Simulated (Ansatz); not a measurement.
# Which shape does a chain of Ir atoms take?

Several starts are relaxed for a free Ir wire one or two atoms wide. Which ends lowest, and how do the shapes conduct?

**Method.** Ansatz 0.2.0, plane waves with PAW datasets at the program's default cutoffs, Fermi-Dirac smearing of 0.05 eV, chains in boxes 7.5 Å wide or more, moments seeded when the perfect chain is relaxed. PBE, no spin-orbit coupling; each start relaxes its atoms and period within its symmetry. Energies are at zero smearing, an atom, against the lowest. Moments are absolute ones, the integral of |ρ↑ − ρ↓|.

What came out:

| start | end shape | length an atom (Å) | shortest bond (Å) | moment an atom (μB) | energy (meV) | G (G₀) | gap (eV) |
| --- | --- | --- | --- | --- | --- | --- | --- |
| triangles | strip of triangles | 1.22 | 2.44 | 0.65 | 0 | 7.98 | 0.00 |
| zigzag | zigzag | 2.00 | 2.27 | 0.29 | 211 | 2.50 | 0.00 |
| linear | straight | 2.28 | 2.28 | 0.65 | 843 | 5.00 | 0.00 |
| dimer | straight | 2.28 | 2.28 | 0.76 | 848 | 5.00 | 0.00 |
| antiparallel | straight | 2.28 | 2.28 | 0.00 | 882 | 5.86 | 0.00 |

**Answer.** The lowest energy comes from the triangles start, which ends as a strip of triangles, 843 meV an atom under the linear chain with one atom a cell. The next lies 211 meV higher (zigzag start). The conductance runs from 2.50 G₀ (zigzag start) to 7.98 G₀ (triangles start).

What the numbers leave out: G is the ballistic value of the perfect, endless wire, half a G₀ a channel and spin, broadened at 300 K; a real contact scatters. Only planar forms with one or two atoms a cell were tried, each within the symmetry of its start; alternating bonds in a zigzag, helices and thicker wires were not. Meshes were fixed at the starting length, so energies are good to 15 or 20 meV and lengths to a few per cent; moments are the relaxation's, and the run that gives G can hold a somewhat different one. A wire pulled between tips is under tension, which favours longer forms than the free minimum. Spin-orbit coupling matters for this element. Series of this kind are told only where this holds: four starts or more, in boxes that share their narrower side and keep the chain far from its images. 25 of 55 did.
